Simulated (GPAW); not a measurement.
## MnS: a ladder in all numerical settings together

Two starts of MnS are run at each rung of all numerical settings together. Which rung is enough?

Main program and level: GPAW 26.7.0; PBE; plane waves with GPAW's PAW setups, scalar-relativistic.

## 1. The structure

Symmetry: R-3m, No. 166, trigonal system. Conventional cell: a = 3.660 Å, b = 3.660 Å, c = 8.913 Å, α = 90.00°, β = 90.00°, γ = 120.00°. Mn has 6 S at 2.58 Å nearest. S has 6 Mn at 2.58 Å nearest. Farther neighbours, and contacts between anions beyond the nearest, are not listed.

As a file:

```cif
data_structure
_symmetry_space_group_name_H-M 'P 1'
_symmetry_Int_Tables_number 1
_cell_length_a 6.3064
_cell_length_b 6.3064
_cell_length_c 6.3064
_cell_angle_alpha 33.738
_cell_angle_beta 33.738
_cell_angle_gamma 33.738
_cell_volume 68.93
loop_
_atom_site_label
_atom_site_type_symbol
_atom_site_fract_x
_atom_site_fract_y
_atom_site_fract_z
_atom_site_occupancy
Mn1 Mn 0.00000 0.00000 0.00000 1
Mn2 Mn 0.50000 0.50000 0.50000 1
S3 S 0.75000 0.75000 0.75000 1
S4 S 0.25000 0.25000 0.25000 1
```

The cell comes from a database of computed structures and need not be the stable phase.

## 2. Rung 1 (280 eV, mesh 4×4×4), start ferro ++

Several settings change at once from rung to rung, from a quick look to a careful run; the headings and inputs name them.

order1.py reads:

```python
import json
import numpy as np
from ase import Atoms
from ase.parallel import paropen, parprint
from gpaw import GPAW

atoms = Atoms(['Mn', 'Mn', 'S', 'S'],
    cell=[[1.82999601, 1.05654869, 5.94184056],
         [-1.82999601, 1.05654869, 5.94184056],
         [0.0, -2.11309738, 5.94184056]],
    scaled_positions=[[0.0, 0.0, 0.0],
         [0.5, 0.5, 0.5],
         [0.74999955, 0.74999955, 0.74999955],
         [0.25000045, 0.25000045, 0.25000045]],
    pbc=True,
    magmoms=[4.5, 4.5, 0.0, 0.0])
atoms.calc = GPAW(mode={'name': 'pw', 'ecut': 280},
    xc='PBE',
    kpts={'size': (4, 4, 4), 'gamma': True},
    occupations={'name': 'fermi-dirac', 'width': 0.2},
    convergence={'density': 1e-05, 'energy': 1e-05},
    maxiter=200,
    symmetry={'tolerance': 1e-4},
    txt='order1.txt')
e = atoms.get_potential_energy(force_consistent=True)
res = {'free_energy': e, 'energy_sigma0': atoms.get_potential_energy(), 'fermi_energy': atoms.calc.get_fermi_level()}
res['moments'] = atoms.get_magnetic_moments().tolist()
res['total'] = atoms.get_magnetic_moment()
parprint('site moments (muB):', np.round(res['moments'], 3))
parprint(f"total moment: {res['total']:.3f} muB")
parprint(f'free energy: {e:.6f} eV')
atoms.calc.write('order1.gpw')
with paropen('results.json', 'w') as f:
    json.dump(res, f)
```

Run with:

```sh
> OMP_NUM_THREADS=1 mpirun -n 2 gpaw python order1.py > order1.log
```

Standard output:

```text
UserWarning: The angles between your unit-cell vectors are 33.7, 33.7 and 33.7 degrees.  Results may be wrong!  Please Niggli-reduce your unit-cell so that the angles are closer to 90 degrees:

  from ase.build import niggli_reduce
  niggli_reduce(atoms)

UserWarning: The angles between your unit-cell vectors are 33.7, 33.7 and 33.7 degrees.  Results may be wrong!  Please Niggli-reduce your unit-cell so that the angles are closer to 90 degrees:

  from ase.build import niggli_reduce
  niggli_reduce(atoms)

site moments (muB): [3.983 3.983 0.076 0.076]
total moment: 8.904 muB
free energy: -29.176175 eV

--- order1.txt ---
Input parameters:
  mode=PW(ecut=280),
  convergence={'density': 1e-05, 'energy': 1e-05},
  kpts=MonkhorstPack(size=(4, 4, 4), gamma=True),
  maxiter=200,
  occupations=Occupations(name='fermi-dirac', width=0.2),
  symmetry=Symmetry(tolerance=0.0001),
  xc=XC(name='PBE')

Diagonalizing LCAO Hamiltonian
Converting LCAO to pw mode

       S

       Mn

       S

       Mn

Atoms  # Å, Bohr magnetons
|   | symbol |         x |        y |         z |    initial magnetic moments |
|---|--------|-----------|----------|-----------|-----------------------------|
| 0 |     Mn |  0.000000 | 0.000000 |  0.000000 | ( 0.0000,  0.0000,  4.5000) |
| 1 |     Mn |  0.000000 | 0.000000 |  8.912761 | ( 0.0000,  0.0000,  4.5000) |
| 2 |      S | -0.000000 | 0.000000 | 13.369133 | ( 0.0000,  0.0000,  0.0000) |
| 3 |      S | -0.000000 | 0.000000 |  4.456388 | ( 0.0000,  0.0000,  0.0000) |

Unit cell  # Å
| periodic |         x |         y |        z |  lengths |    angles |
|----------|-----------|-----------|----------|----------|-----------|
|      yes |  1.829996 |  1.056549 | 5.941841 | 6.306398 | 33.737571 |
|      yes | -1.829996 |  1.056549 | 5.941841 | 6.306398 | 33.737571 |
|      yes |  0.000000 | -2.113097 | 5.941841 | 6.306398 | 33.737571 |

Number of symmetries: 12

BZ-sampling:
  Number of BZ points: 64
  Number of IBZ points: 13

  Monkhorst-Pack size: [4, 4, 4]
  Monkhorst-Pack shift: [0.125, 0.125, 0.125]

Plane wave coefficients: 753
Cutoff: 280.0 eV

Spin-components: 2 (collinear spins)
Bands:           34
Projectors:      22
Spin-degeneracy: 1
Datatype:        complex128

Parallelization:
  kpt:    2
  domain: 1
  band:   1

Density:
  Valence electrons: 42.0
  Components: 2
  Grid points: [25 25 25]
  Charge: 0.0  # |e|

Potential:
  Grid points: [25 25 25]

[... setups left out ...]
Reference energy: -84743.415941  # eV

eigensolver:
  PPCG
  Converge bands: occupied
  niter=2

density mixing:
  MSR1-Mixer
  Pratt-step length: 0.05
  Maximum mixing coefficient: 0.75
  Old densities: 10
  SVD Regularization: 0.005
  Good broyden scale: 1.0
  Trust region scale: 1.0
  Backstep threshold: 4.0
  History deletion threshold: 6.0
  Fourier metric: weight=20.0, sigma=0.015

occupation numbers:
  Fermi-Dirac:
    width: 0.2000  # eV

poisson solver:
  ecut: 2240.0  # eV

xc functional:
  name: PBE with 2 nearest neighbor stencil

convergence criteria:
- Maximum integral of absolute [dens]ity change: 1e-05 electrons / valence electron
- Maximum [total energy] change in last 3 cyles: 1e-05 eV / valence electron
- Maximum integral of absolute [eigenst]ate change: 4e-08 eV^2 / valence electron
maximum number of iterations: 200

SCF iterations
|iter     |      energy | eigst |  dens |  magmom |
|---------|-------------|-------|-------|---------|
|iter:   1|       0s |  -29.109576 | -0.17 |       |  +9.0087|
|iter:   2|       1s |  -29.112753 | -1.80 | -1.24 |  +9.0081|
|iter:   3|       2s |  -29.028820 | -2.51 | -1.28 |  +8.9505|
|iter:   4|       3s |  -29.036742 | -2.71 | -1.63 |  +8.8779|
|iter:   5|       5s |  -29.043706 | -3.53 | -2.09 |  +8.8802|
|iter:   6|       6s |  -29.038607 | -4.08 | -2.19 |  +8.8795|
|iter:   7|       7s |  -29.040059 | -4.35 | -2.48 |  +8.8848|
|iter:   8|       8s |  -29.040261 | -5.77 | -3.09 |  +8.8938|
|iter:   9|       9s |  -29.040377c| -5.99 | -3.43 |  +8.9022|
|iter:  10|      10s |  -29.040394c| -7.35 | -4.18 |  +8.9033|
|iter:  11|      11s |  -29.040406c| -7.55c| -4.52 |  +8.9040|
|iter:  12|      11s |  -29.040411c| -8.04c| -5.07c|  +8.9042|

Converged in 12 steps
Energy contributions relative to reference atoms: (reference = -84743.415941)

Energy contributions:
  Kinetic:          32.224325
  Coulomb:         -27.585643
  Zero:              0.466930
  External:          0.000000
  Xc:              -34.010258
  Entropy:          -0.271529
  Spinorbit:         0.000000
  ----------------------------
  Free energy:     -29.176175
  Extrapolated:    -29.040411

dipole moment: (0.000000, -0.000000, -39.244306)  # |e|*Ang

Total magnetic moment: (0.000000, 0.000000, 8.904246)

Local magnetic moments
|        x |        y |        z |
|----------|----------|----------|
| 0.000000 | 0.000000 | 3.983087 |  # Mn   0
| 0.000000 | 0.000000 | 3.983101 |  # Mn   1
| 0.000000 | 0.000000 | 0.076148 |  # S    2
| 0.000000 | 0.000000 | 0.076148 |  # S    3

Fermi level: 7.400
Eigenvalues  # (at kpt = [0.000, 0.000, 0.000])
| band index |      eig [eV] | occ [0-1] |      eig [eV] | occ [0-1] |
|------------|---------------|-----------|---------------|-----------|
|          0 |       -74.336 |     1.000 |       -69.895 |     1.000 |
|        ... |               |           |               |           |
|         12 |         2.401 |     1.000 |         3.765 |     1.000 |
|         13 |         4.072 |     1.000 |         5.517 |     1.000 |
|         14 |         4.072 |     1.000 |         5.517 |     1.000 |
|         15 |         4.088 |     1.000 |         5.582 |     1.000 |
|         16 |         4.194 |     1.000 |         7.555 |     0.315 |
|         17 |         4.194 |     1.000 |         7.556 |     0.315 |
|         18 |         4.665 |     1.000 |         7.589 |     0.280 |
|         19 |         4.665 |     1.000 |         7.621 |     0.249 |
|         20 |         5.052 |     1.000 |         7.621 |     0.248 |
|         21 |         5.363 |     1.000 |         8.622 |     0.002 |
|         22 |         5.363 |     1.000 |         8.623 |     0.002 |
|         23 |         5.408 |     1.000 |         8.828 |     0.001 |
|         24 |         7.951 |     0.060 |        10.166 |     0.000 |
|         25 |         7.951 |     0.060 |        10.586 |     0.000 |
|         26 |         9.189 |     0.000 |        10.656 |     0.000 |
|         27 |        10.090 |     0.000 |        10.656 |     0.000 |
|        ... |               |           |               |           |
|         33 |        19.684 |     0.000 |        21.346 |     0.000 |

No gap
No difference between direct/indirect transitions
```

Wall time 16 s (2 MPI ranks of Arm Neoverse V2, shared host); peak memory 0.4 GiB; 31 s of CPU time.

The program warns that the cell vectors are strongly skewed. A reduced cell would be the safer input.

Spin moment in the augmentation sphere by atom:

| atom | spin moment in the augmentation sphere (μB) |
| --- | --- |
| Mn1 | 3.98 |
| Mn2 | 3.98 |
| S3 | 0.08 |
| S4 | 0.08 |

This step gave:

```yaml
magnetization: 8.904 μB
final_state: ferromagnetic
```

After 12 cycles the largest moment stands at 3.98 μB.

## 3. Rung 1 (280 eV, mesh 2×4×4), start antiferro q=(1/2,1/2,1/2) +-+-

The second start gives the energy difference between the two end states, the quantity that is followed up the ladder. Its q is in fractions of the reciprocal vectors of the first run's cell.

order2.py reads:

```python
import json
import numpy as np
from ase import Atoms
from ase.parallel import paropen, parprint
from gpaw import GPAW

atoms = Atoms(['Mn', 'Mn', 'Mn', 'Mn', 'S', 'S', 'S', 'S'],
    cell=[[3.65999203, 2.11309738, 11.88368111],
         [0.0, 2.11309738, 11.88368111],
         [1.82999601, -1.05654869, 11.88368111]],
    scaled_positions=[[0.0, 0.0, 0.0],
         [0.5, 0.0, 0.0],
         [0.75, 0.5, 0.5],
         [0.25, 0.5, 0.5],
         [0.62500022, 0.74999955, 0.74999955],
         [0.12500022, 0.74999955, 0.74999955],
         [0.87499978, 0.25000045, 0.25000045],
         [0.37499978, 0.25000045, 0.25000045]],
    pbc=True,
    magmoms=[4.5, -4.5, 4.5, -4.5, 0.0, 0.0, 0.0, 0.0])
atoms.calc = GPAW(mode={'name': 'pw', 'ecut': 280},
    xc='PBE',
    kpts={'size': (2, 4, 4), 'gamma': True},
    occupations={'name': 'fermi-dirac', 'width': 0.2},
    convergence={'density': 1e-05, 'energy': 1e-05},
    maxiter=200,
    symmetry={'tolerance': 1e-4},
    txt='order2.txt')
e = atoms.get_potential_energy(force_consistent=True)
res = {'free_energy': e, 'energy_sigma0': atoms.get_potential_energy(), 'fermi_energy': atoms.calc.get_fermi_level()}
res['moments'] = atoms.get_magnetic_moments().tolist()
res['total'] = atoms.get_magnetic_moment()
parprint('site moments (muB):', np.round(res['moments'], 3))
parprint(f"total moment: {res['total']:.3f} muB")
parprint(f'free energy: {e:.6f} eV')
atoms.calc.write('order2.gpw')
with paropen('results.json', 'w') as f:
    json.dump(res, f)
```

Run with:

```sh
> OMP_NUM_THREADS=1 mpirun -n 2 gpaw python order2.py > order2.log
```

Standard output:

```text
UserWarning: The angles between your unit-cell vectors are 17.4, 16.9 and 16.9 degrees.  Results may be wrong!  Please Niggli-reduce your unit-cell so that the angles are closer to 90 degrees:

  from ase.build import niggli_reduce
  niggli_reduce(atoms)

UserWarning: The angles between your unit-cell vectors are 17.4, 16.9 and 16.9 degrees.  Results may be wrong!  Please Niggli-reduce your unit-cell so that the angles are closer to 90 degrees:

  from ase.build import niggli_reduce
  niggli_reduce(atoms)

site moments (muB): [ 4.009 -4.009  4.009 -4.009  0.     0.    -0.082  0.082]
total moment: -0.000 muB
free energy: -58.433961 eV

--- order2.txt ---
Input parameters:
  mode=PW(ecut=280),
  convergence={'density': 1e-05, 'energy': 1e-05},
  kpts=MonkhorstPack(size=(2, 4, 4), gamma=True),
  maxiter=200,
  occupations=Occupations(name='fermi-dirac', width=0.2),
  symmetry=Symmetry(tolerance=0.0001),
  xc=XC(name='PBE')

Diagonalizing LCAO Hamiltonian
Converting LCAO to pw mode

                  S

                  Mn

            S

                  S

            Mn

             S

            Mn

       Mn

Atoms  # Å, Bohr magnetons
|   | symbol |        x |        y |         z |    initial magnetic moments |
|---|--------|----------|----------|-----------|-----------------------------|
| 0 |     Mn | 0.000000 | 0.000000 |  0.000000 | ( 0.0000,  0.0000,  4.5000) |
| 1 |     Mn | 1.829996 | 1.056549 |  5.941841 | ( 0.0000,  0.0000, -4.5000) |
| 2 |     Mn | 3.659992 | 2.113097 | 20.796442 | ( 0.0000,  0.0000,  4.5000) |
| 3 |     Mn | 1.829996 | 1.056549 | 14.854601 | ( 0.0000,  0.0000, -4.5000) |
[...]
Energy contributions:
  Kinetic:          69.852592
  Coulomb:         -59.519832
  Zero:              0.921633
  External:          0.000000
  Xc:              -69.250605
  Entropy:          -0.437749
  Spinorbit:         0.000000
  ----------------------------
  Free energy:     -58.433961
  Extrapolated:    -58.215086

dipole moment: (-16.117458, -9.305419, -130.788007)  # |e|*Ang

Total magnetic moment: (0.000000, 0.000000, -0.000026)

Local magnetic moments
|        x |        y |         z |
|----------|----------|-----------|
| 0.000000 | 0.000000 |  4.008562 |  # Mn   0
| 0.000000 | 0.000000 | -4.008591 |  # Mn   1
| 0.000000 | 0.000000 |  4.008587 |  # Mn   2
| 0.000000 | 0.000000 | -4.008593 |  # Mn   3
| 0.000000 | 0.000000 |  0.000025 |  # S    4
| 0.000000 | 0.000000 |  0.000024 |  # S    5
| 0.000000 | 0.000000 | -0.081530 |  # S    6
| 0.000000 | 0.000000 |  0.081636 |  # S    7

Fermi level: 7.287
Eigenvalues  # (at kpt = [0.000, 0.000, 0.000])
| band index |      eig [eV] | occ [0-1] |      eig [eV] | occ [0-1] |
|------------|---------------|-----------|---------------|-----------|
|          0 |       -74.310 |     1.000 |       -74.310 |     1.000 |
|        ... |               |           |               |           |
|         32 |         4.516 |     1.000 |         4.515 |     1.000 |
|         33 |         4.516 |     1.000 |         4.516 |     1.000 |
|         34 |         4.945 |     1.000 |         4.946 |     1.000 |
|         35 |         5.476 |     1.000 |         5.476 |     1.000 |
[...]
|         45 |         8.413 |     0.004 |         8.413 |     0.004 |
|         46 |         8.415 |     0.004 |         8.415 |     0.004 |
|         47 |         8.511 |     0.002 |         8.511 |     0.002 |
|        ... |               |           |               |           |
|         54 |        11.464 |     0.000 |        11.464 |     0.000 |

No gap
No difference between direct/indirect transitions

[key lines of the parts left out:]
Converged in 18 steps
```

Wall time 3.9 min (2 MPI ranks); peak memory 1.1 GiB.

Spin moment in the augmentation sphere by atom:

| atom | spin moment in the augmentation sphere (μB) |
| --- | --- |
| Mn1 | 4.01 |
| Mn2 | -4.01 |
| Mn3 | 4.01 |
| Mn4 | -4.01 |
| S5 | 0.00 |
| S6 | 0.00 |
| S7 | -0.08 |
| S8 | 0.08 |

Numbers from this step:

```yaml
magnetization: 0 μB
final_state: antiferromagnetic
```

This start lies -20.4 meV a seeded atom from the first; its largest moment is 4.01 μB.

## 4. Rung 2 (380 eV, mesh 4×4×4), start ferro ++

order1.py is the script of step 2 with these lines changed:

```diff
@@ -16,6 +16,6 @@
     magmoms=[4.5, 4.5, 0.0, 0.0])
-atoms.calc = GPAW(mode={'name': 'pw', 'ecut': 280},
+atoms.calc = GPAW(mode={'name': 'pw', 'ecut': 380},
     xc='PBE',
     kpts={'size': (4, 4, 4), 'gamma': True},
-    occupations={'name': 'fermi-dirac', 'width': 0.2},
+    occupations={'name': 'fermi-dirac', 'width': 0.15},
     convergence={'density': 1e-05, 'energy': 1e-05},
```

Run with:

```sh
> OMP_NUM_THREADS=1 mpirun -n 2 gpaw python order1.py > order1.log
```

Standard output:

```text
UserWarning: The angles between your unit-cell vectors are 33.7, 33.7 and 33.7 degrees.  Results may be wrong!  Please Niggli-reduce your unit-cell so that the angles are closer to 90 degrees:

  from ase.build import niggli_reduce
  niggli_reduce(atoms)

[...]
|         15 |         4.048 |     1.000 |         5.598 |     1.000 |
[...]
|         25 |         7.918 |     0.035 |        10.588 |     0.000 |
|         26 |         9.190 |     0.000 |        10.652 |     0.000 |
|         27 |        10.086 |     0.000 |        10.652 |     0.000 |
|        ... |               |           |               |           |
|         33 |        19.677 |     0.000 |        21.358 |     0.000 |

No gap
No difference between direct/indirect transitions

[key lines of the parts left out:]
Free energy:     -29.365685
Converged in 12 steps
dipole moment: (0.000000, 0.000000, -39.260076)  # |e|*Ang
Fermi level: 7.421
```

Wall time 27 s (2 MPI ranks); peak memory 0.48 GiB.

This step gave:

| Property | Result |
| --- | --- |
| magnetization | 9.010 μB |
| final state | ferromagnetic |
| largest moment | 4.025 μB |

The largest moment moves by +0.04 μB from rung 1, at 1.7 times its CPU time.

## 5. Rung 2 (380 eV, mesh 2×4×4), start antiferro q=(1/2,1/2,1/2) +-+-

order2.py is the script of step 3 with these lines changed:

```diff
@@ -20,6 +20,6 @@
     magmoms=[4.5, -4.5, 4.5, -4.5, 0.0, 0.0, 0.0, 0.0])
-atoms.calc = GPAW(mode={'name': 'pw', 'ecut': 280},
+atoms.calc = GPAW(mode={'name': 'pw', 'ecut': 380},
     xc='PBE',
     kpts={'size': (2, 4, 4), 'gamma': True},
-    occupations={'name': 'fermi-dirac', 'width': 0.2},
+    occupations={'name': 'fermi-dirac', 'width': 0.15},
     convergence={'density': 1e-05, 'energy': 1e-05},
```

Run with:

```sh
> OMP_NUM_THREADS=1 mpirun -n 2 gpaw python order2.py > order2.log
```

Standard output:

```text
UserWarning: The angles between your unit-cell vectors are 17.4, 16.9 and 16.9 degrees.  Results may be wrong!  Please Niggli-reduce your unit-cell so that the angles are closer to 90 degrees:

  from ase.build import niggli_reduce
  niggli_reduce(atoms)

[...]
|         35 |         5.487 |     1.000 |         5.487 |     1.000 |
[...]
|         45 |         8.422 |     0.000 |         8.422 |     0.000 |
|         46 |         8.425 |     0.000 |         8.425 |     0.000 |
|         47 |         8.519 |     0.000 |         8.519 |     0.000 |
|        ... |               |           |               |           |
|         54 |        11.463 |     0.000 |        11.463 |     0.000 |

No gap
No difference between direct/indirect transitions

[key lines of the parts left out:]
Free energy:     -58.837192
Converged in 14 steps
dipole moment: (-16.120365, -9.307097, -130.798434)  # |e|*Ang
Fermi level: 7.259
```

The job ended after 4.8 min (2 MPI ranks; peak memory 1.6 GiB; 9.7 min of CPU time).

This step gave:

* magnetization: 0 μB
* final state: antiferromagnetic
* largest moment: 4.052 μB

This start lies -26.5 meV a seeded atom from the first, a change of -6.1 meV since rung 1; its largest moment is 4.05 μB.

## 6. Rung 3 (500 eV, mesh 6×6×6), start ferro ++

order1.py is the script of step 4 with these lines changed:

```diff
@@ -16,6 +16,6 @@
     magmoms=[4.5, 4.5, 0.0, 0.0])
-atoms.calc = GPAW(mode={'name': 'pw', 'ecut': 380},
+atoms.calc = GPAW(mode={'name': 'pw', 'ecut': 500},
     xc='PBE',
-    kpts={'size': (4, 4, 4), 'gamma': True},
-    occupations={'name': 'fermi-dirac', 'width': 0.15},
+    kpts={'size': (6, 6, 6), 'gamma': True},
+    occupations={'name': 'fermi-dirac', 'width': 0.1},
     convergence={'density': 1e-05, 'energy': 1e-05},
```

Run with:

```sh
> OMP_NUM_THREADS=1 mpirun -n 2 gpaw python order1.py > order1.log
```

Standard output:

```text
UserWarning: The angles between your unit-cell vectors are 33.7, 33.7 and 33.7 degrees.  Results may be wrong!  Please Niggli-reduce your unit-cell so that the angles are closer to 90 degrees:

  from ase.build import niggli_reduce
  niggli_reduce(atoms)

[...]
|         15 |         4.017 |     1.000 |         5.601 |     1.000 |
[...]
|         25 |         7.900 |     0.006 |        10.599 |     0.000 |
|         26 |         9.183 |     0.000 |        10.665 |     0.000 |
|         27 |        10.074 |     0.000 |        10.665 |     0.000 |
|        ... |               |           |               |           |
|         33 |        19.669 |     0.000 |        21.363 |     0.000 |

No gap
No difference between direct/indirect transitions

[key lines of the parts left out:]
Free energy:     -29.373357
Converged in 12 steps
dipole moment: (0.000000, -0.000000, -39.266225)  # |e|*Ang
Fermi level: 7.394
```

Elapsed: 97 s, on 2 MPI ranks; peak memory 0.6 GiB; 3.2 min of CPU time.

Numbers from this step:

```
magnetization  : 9.132 μB
final state    : ferromagnetic
largest moment : 4.068 μB
```

The largest moment moves by +0.04 μB from rung 2, at 3.6 times its CPU time.

(Part 1 of 2 ends here.)

[Long decimals in the printed logs are rounded to 6 places.]

[Logs and program files are shortened in this print: banners, set-up blocks, solver, clock and traceback lines can be left out without a mark of their own.]

[Logs are printed without paths, hosts, clocks, repeated set-up lines and the standing remarks that a program may print on its own settings, such as how far it seeks lower states.]

[Hosts, paths, dates, database ids (printed as entryN), source tags and the programs' standing remarks are cut or masked in the printed files.]

[Where the starting crystal was built by hand or by swapping elements, it need not be the compound's stable phase.]

[Where a cell is said to come from a database of computed structures, the database is the Materials Project.]

[Runs that the program refused, that were killed for memory or that had too few empty states are not shown or counted.]

[Lattice constants of own cells that a recipe calls measured were typed without a cited source.]
